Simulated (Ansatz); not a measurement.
# Cd2C (model cell, started as cuprite): from the cell to its phonons, part 2 of 3

Task: relax Cd2C (model cell, started as cuprite), then find its harmonic phonons.

Ansatz 0.2.0; DFT PBEsol, scalar-relativistic, plane waves, PAW.

So far. Step 4 (Relaxing to small forces for the phonons): The forces vanish by symmetry and the pressure is 0.000 GPa, within the tolerances set. The cell now holds 19.38 Å³/atom. The relaxed cell has a = 4.881 Å (conventional setting).

The structure was built from a prototype and need not be the compound's stable phase.

## Step 5: Zone-centre response

The zone centre comes first: it holds the modes that light can see, as far as symmetry allows. The response to a homogeneous field gives the Born charges and the dielectric tensor, and its change with displacement the Raman tensors.

Contents of input.yaml:

```yaml
crystal:
  lattice:
    - [4.8809957163, 0.0, 0.0]
    - [0.0, 4.8809957163, 0.0]
    - [0.0, 0.0, 4.8809957163]
  atoms:
    - { symbol: C, position: [0.0, 0.0, 0.0] }
    - { symbol: C, position: [0.5, 0.5, 0.5] }
    - { symbol: Cd, position: [0.25, 0.25, 0.25] }
    - { symbol: Cd, position: [0.75, 0.75, 0.25] }
    - { symbol: Cd, position: [0.75, 0.25, 0.75] }
    - { symbol: Cd, position: [0.25, 0.75, 0.75] }
kpoints:
  mp_grid: { grid: [6, 6, 6] }
hamiltonian:
  xc: pbesol
scf:
  occupations: { method: fixed }
output:
  eigenvalues: true
phonons:
  method: dfpt
  dielectric: true
  rigid_motions: translations
  raman: true
```

Started as:

```bash
$ ansatz run input.yaml --threads 8 --pin off --max-ram 14336MiB --backend cpu --events-out ev --progress --plain --runs-dir out
```

Numbers of over 12 decimals in the logs are rounded to 6 here.

The program printed:

```text
[...]
Crystal: 6 atoms, lattice volume = 116.285 Å³
Basis set: ecut = 420 eV, 2301 PW (Γ), exchange–correlation on 72×72×72 points (8 copies of the dense FFT grid, shifted against one another)
Bands: 53, of which v1, the nominal top of the filled ones, is band 44 counted from 1 (43 counted from 0)
Symmetry: 48 space group operations
k-points: 68 of 216 (irreducible under 2 space group operations, time reversal used)
[...]
SCF iter   1: F=—  HF=-33224.100653 eV  |F-HF|=—  |Δ(HF+E_count)|=         —  Δρ=7.86e-3  dr2=8.58e-2  ethr=1.77e-3  ⟨swp⟩=4.9  Hψ=10598  notcnv=0  defer=469
[...]
SCF iter   9: F=-33224.078383 eV  HF=-33224.078383 eV  |F-HF|=7.28e-12  |Δ(HF+E_count)|=  3.93e-10  Δρ=8.34e-8  dr2=8.36e-12  ethr=1.00e-12  ⟨swp⟩=11.5  Hψ=18609  notcnv=0
SCF 1 converged in 9 iterations: F = -33224.078383 eV  dr2 = 8.36e-12
[...]
DFPT response loops at Γ: preconditioner auto → Resta (q_TF=auto, 2.604 Å⁻¹)  ε∞=10.2 (no band partly filled); β = 1.00, the filter's whole step (`scf.mixing.beta` (0.50) is not read by the response loops at its default; to damp them type it under 1.00, their step now; it binds the ground state too); Broyden in place of MSR1
── the response to a field inside a basis, on 10×10×10 k-points: an SCF that follows is theirs, and a resumed run solves both again ──
Bands: 45, of which v1, the nominal top of the filled ones, is band 44 counted from 1 (43 counted from 0)
k-points: 35
[...]
Eigensolver: Dense (35 Hₖ)
SCF iter   1: F=—  HF=-33223.976156 eV  |F-HF|=—  |Δ(HF+E_count)|=         —  Δρ=2.20e-4  dr2=2.07e-5  ethr=1.00e-1
[...]
SCF iter   6: F=-33223.976163 eV  HF=-33223.976163 eV  |F-HF|=1.46e-11  |Δ(HF+E_count)|=  5.17e-10  Δρ=2.91e-7  dr2=9.05e-11  ethr=1.05e-12
SCF 1 converged in 6 iterations: F = -33223.976163 eV  dr2 = 9.05e-11
[...]
WARN: field response: ε∞ stands inside a basis, on 10×10×10 points; the force constants stand on the 6×6×6 k-mesh, whose period is 8.94 times the interband length at k = (0.0000, 0.0000, 0.0000), direct gap 1.141 eV, under 14: take them and everything formed from them as unconverged, and compare with a denser kpoints.mp_grid
SCF converged after 9 iterations
Free energy (F): -33224.078383 eV
[...]
Internal energy: -33224.078383 eV  (E = F + TS)
E sigma→0 (E₀):  -33224.078383 eV
Fermi energy:    10.094999 eV
[...]
--- Band table (eV; the first three rows and the last of 68) ---
  k-point 0: bands = [... 40 lower, 8.9684, 9.5364, 9.5364, 9.5364, 10.6771, 10.6771, 11.5690, 16.7381, ... 5 higher]
  k-point 1: bands = [... 40 lower, 8.9716, 8.9716, 9.6082, 9.6082, 10.9398, 11.9229, 12.2301, 15.7964, ... 5 higher]
  k-point 2: bands = [... 40 lower, 8.9862, 8.9862, 9.7386, 9.7386, 11.6871, 13.3361, 13.7471, 14.2529, ... 5 higher]
  k-point 67: bands = [... 40 lower, 7.6515, 7.7408, 7.7408, 7.7408, 13.5511, 13.5511, 13.5511, 15.9525, ... 5 higher]
--- Phonons (Γ-DFPT): 2 representative perturbations + reference, on 68 of 216 k-points (Σ response iterations 7) ---
  k mesh reduced under 2 symmetry operations, with k and −k counted as one. Each operation leaves every solved perturbation unchanged. A smaller set is not considered because the run solves the response to a homogeneous field
  ASR residual: 1.826e-5 → 0.000e0 eV/Å²; symmetrization residual: 6.257e-7 eV/Å²
  ASR residual per site (eV/Å²): 1.83e-5 1.83e-5 1.71e-5 1.71e-5 1.71e-5 1.71e-5
  Γ frequencies (cm⁻¹): 0.00 0.00 0.00 56.87 56.87 56.87 113.06 113.06 113.06 117.63 117.63 237.26 533.11 533.11 533.11 598.39 598.39 598.39
  ε∞ (high-frequency dielectric tensor):
       12.220236    -0.000000    -0.000000
       -0.000000    12.220236     0.000000
       -0.000000     0.000000    12.220236
  ε⁰ (static dielectric tensor: ions relaxed, cell fixed):
       13.796177     0.000000    -0.000000
        0.000000    13.796177    -0.000000
       -0.000000    -0.000000    13.796177
  ε⁰ − ε∞ (ionic part):
        1.575942     0.000000    -0.000000
        0.000000     1.575942    -0.000000
       -0.000000    -0.000000     1.575942
  softest optical mode at Γ: 56.87 cm⁻¹; the repairs (sum rule, projections) moved no ω² at Γ by more than (0.82 cm⁻¹)²
  Born effective charges Z* (e; rows j = field, columns β = displacement):
    site 0:
        -2.56508   -0.00000   -0.00000
         0.00000   -2.56508    0.00000
         0.00000    0.00000   -2.56508
    site 1:
        -2.56508   -0.00000   -0.00000
        -0.00000   -2.56508    0.00000
         0.00000    0.00000   -2.56508
    site 2:
         1.28254    0.76785    0.76785
         0.76785    1.28254    0.76785
         0.76785    0.76785    1.28254
    site 3:
         1.28254    0.76785   -0.76785
         0.76785    1.28254   -0.76785
        -0.76785   -0.76785    1.28254
    site 4:
         1.28254   -0.76785    0.76785
        -0.76785    1.28254   -0.76785
         0.76785   -0.76785    1.28254
    site 5:
         1.28254   -0.76785   -0.76785
        -0.76785    1.28254    0.76785
        -0.76785    0.76785    1.28254
  Z* charge neutrality: 3.577e-3 e pre-enforcement
  solved inside a basis spanned on kpoints, on 10×10×10 k-points transformed towards the longest dipole: ε∞ is read to err by 5.2e-2, Z* by 2.2e-2 e (field_mesh: kpoints solves on kpoints); Z* is corrected for what the basis lacks
  Raman tensors (in the event stream and the table raman_tensors.tsv): an entry may err by 5.4e-2 Å², one of the second-order susceptibility by 5.2e-18 pm/V (basis, points and sum rule); their sum over the sites missed zero by 3.553e-15 Å² ahead of its enforcement
  optical modes at Γ without the LO–TO term, one row a degenerate level:
      ω (cm⁻¹)  modes    IR ((D/Å)²/amu)  static Raman (Å⁴/amu)  depolarisation
         56.87      3             0.0000                 0.0000               —
        113.06      3             0.3522                 0.0000               —
        117.63      2             0.0000                 0.0000               —
        237.26      1             0.0000                 0.0000               —
        533.11      3             0.0000               379.1035           0.750
        598.39      3            82.4318                 0.0000               —
  optical modes at Γ + LO–TO along q̂ = [1.0000, 0.0000, 0.0000]:
      ω (cm⁻¹)  modes    IR ((D/Å)²/amu)  static Raman (Å⁴/amu)  depolarisation
         56.87      3             0.0000                 0.0000               —
        113.06      2             0.2348                 0.0000               —
        113.76      1             0.0937                 0.0000               —
        117.63      2             0.0000                 0.0000               —
        237.26      1             0.0000                 0.0000               —
        533.11      3             0.0000               379.1035           0.750
        598.39      2            54.9545                 0.0000               —
        631.92      1            27.5010                 0.0000               —
  optical modes at Γ + LO–TO along q̂ = [0.0000, 1.0000, 0.0000]:
      ω (cm⁻¹)  modes    IR ((D/Å)²/amu)  static Raman (Å⁴/amu)  depolarisation
         56.87      3             0.0000                 0.0000               —
        113.06      2             0.2348                 0.0000               —
        113.76      1             0.0937                 0.0000               —
        117.63      2             0.0000                 0.0000               —
        237.26      1             0.0000                 0.0000               —
        533.11      3             0.0000               379.1035           0.750
        598.39      2            54.9545                 0.0000               —
        631.92      1            27.5010                 0.0000               —
  optical modes at Γ + LO–TO along q̂ = [0.0000, 0.0000, 1.0000]:
      ω (cm⁻¹)  modes    IR ((D/Å)²/amu)  static Raman (Å⁴/amu)  depolarisation
         56.87      3             0.0000                 0.0000               —
        113.06      2             0.2348                 0.0000               —
        113.76      1             0.0937                 0.0000               —
        117.63      2             0.0000                 0.0000               —
        237.26      1             0.0000                 0.0000               —
        533.11      3             0.0000               379.1035           0.750
        598.39      2            54.9545                 0.0000               —
        631.92      1            27.5010                 0.0000               —
```

It took 3.4 min on 8 threads of Arm Neoverse V2, shared host; peak memory 3.2 GiB; 25 min of CPU time.

The column dr2 measures how far the density is from self-consistency, as an energy; F and HF (Harris–Foulkes) agree once it is small.

This step gave:

* sum-rule residual before enforcement: 1.83e-5 eV/Å²
* miss of the charge sum rule: 0.003577 e
* estimated error of the dielectric tensor: 0.05246
* estimated error of the Born charges: 0.02203 e
* point group: m-3m
* highest optical mode at the zone centre (no LO-TO term): 598.4 cm⁻¹
* lowest optical zone-centre mode: 56.87 cm⁻¹
* mean high-frequency dielectric constant: 12.22
* largest Born charge (third of the trace): -2.565 e
* mean static dielectric constant: 13.80
* top of the zone-centre spectrum with the field: 631.9 cm⁻¹

Without the LO-TO term. Patterns of degenerate modes are one choice out of their space. Modes at Γ, with each element's share of the kinetic energy:

| mode | frequency (cm⁻¹) | symmetry | C % | Cd % |
| --- | --- | --- | --- | --- |
| 1 | 0.0 | acoustic | 5 | 95 |
| 2 | 0.0 | acoustic | 5 | 95 |
| 3 | 0.0 | acoustic | 5 | 95 |
| 4 | 56.9 | T2u | 0 | 100 |
| 5 | 56.9 | T2u | 0 | 100 |
| 6 | 56.9 | T2u | 0 | 100 |
| 7 | 113.1 | T1u | 6 | 94 |
| 8 | 113.1 | T1u | 6 | 94 |
| 9 | 113.1 | T1u | 6 | 94 |
| 10 | 117.6 | Eu | 0 | 100 |
| 11 | 117.6 | Eu | 0 | 100 |
| 12 | 237.3 | A2u | 0 | 100 |
| 13 | 533.1 | T2g | 100 | 0 |
| 14 | 533.1 | T2g | 100 | 0 |
| 15 | 533.1 | T2g | 100 | 0 |
| 16 | 598.4 | T1u | 89 | 11 |
| 17 | 598.4 | T1u | 89 | 11 |
| 18 | 598.4 | T1u | 89 | 11 |

Displacements in mode 6 (56.9 cm⁻¹), the largest set to 1:
```
C1   0.00  0.00  0.00
C2   0.00  0.00  0.00
Cd3  0.82 -0.56 -0.26
Cd4  0.44 -0.18  0.26
Cd5 -0.44  0.56  1.00
Cd6 -0.82  0.18 -1.00
```

Displacements in mode 18 (598.4 cm⁻¹), the largest set to 1:
```
C1   0.00 -0.30  1.00
C2   0.00 -0.30  1.00
Cd3 -0.03 -0.03 -0.04
Cd4  0.06  0.06 -0.07
Cd5 -0.06  0.06 -0.07
Cd6  0.03 -0.03 -0.04
```

Optical modes at the zone centre, without and with the macroscopic field of the longitudinal modes; each column is sorted by frequency, so a row need not hold one and the same mode. Modes with and without the field, by row:

| rank among optical modes | no field (cm⁻¹) | q along (1, 0, 0) (cm⁻¹) |
| --- | --- | --- |
| 1 | 56.9 | 56.9 |
| 2 | 56.9 | 56.9 |
| 3 | 56.9 | 56.9 |
| 4 | 113.1 | 113.1 |
| 5 | 113.1 | 113.1 |
| 6 | 113.1 | 113.8 |
| 7 | 117.6 | 117.6 |
| 8 | 117.6 | 117.6 |
| 9 | 237.3 | 237.3 |
| 10 | 533.1 | 533.1 |
| 11 | 533.1 | 533.1 |
| 12 | 533.1 | 533.1 |
| 13 | 598.4 | 598.4 |
| 14 | 598.4 | 598.4 |
| 15 | 598.4 | 631.9 |

Born charge (rows field, columns displacement) (e), principal values of the symmetric part by kind of site:

| atom | atoms with these values | low | middle | high | mean |
| --- | --- | --- | --- | --- | --- |
| C1 | 2 | -2.57 | -2.57 | -2.57 | -2.57 |
| Cd3 | 4 | 0.51 | 0.51 | 2.82 | 1.28 |

In full for Cd3:

```
1.28 0.77 0.77
0.77 1.28 0.77
0.77 0.77 1.28
```

High-frequency dielectric tensor:

```
12.22  0.00  0.00
 0.00 12.22  0.00
 0.00  0.00 12.22
```

Static dielectric tensor (ions relaxed, fixed cell):

```
13.80  0.00  0.00
 0.00 13.80  0.00
 0.00  0.00 13.80
```

Transverse modes. Lines of the infrared spectrum (strongest = 100):

| position (cm⁻¹) | label | relative intensity |
| --- | --- | --- |
| 57 | T2u | 0.0 |
| 113 | T1u | 0.4 |
| 118 | Eu | 0.0 |
| 237 | A2u | 0.0 |
| 533 | T2g | 0.0 |
| 598 | T1u | 100 |

Activity x (w_L - w)^4 (n + 1)/w, 532 nm, 300 K; the tensors are static ones, while 532 nm light lies above the computed direct gap, where resonance would change the heights; modes without the macroscopic field alone. Lines of the Raman spectrum (strongest = 100):

| position (cm⁻¹) | label | relative intensity |
| --- | --- | --- |
| 57 | T2u | 0.0 |
| 113 | T1u | 0.0 |
| 118 | Eu | 0.0 |
| 237 | A2u | 0.0 |
| 533 | T2g | 100 |
| 598 | T1u | 0.0 |

Before it was imposed, the acoustic sum rule was missed by 1.8e-5 eV/Å² and the charge sum rule by 0.0036 e. Small misses are needed for a sound result but don't prove that mesh and cutoff are converged. The lowest optical mode is real, 56.9 cm⁻¹.

The log warns of the k mesh: “the force constants stand on the 6×6×6 k-mesh, whose period is 8.94 times the interband length at k = (0.0000, 0.0000, 0.0000), direct gap 1.141 eV, under 14: take them and everything formed from them as unconverged”.

[end of part 2 of 3]

[Logs are printed without paths, hosts, clocks, repeated set-up lines and the standing remarks that a program may print on its own settings, such as how far it seeks lower states.]

[Hosts, paths, dates, database ids (printed as entryN), source tags and the programs' standing remarks are cut or masked in the printed files.]
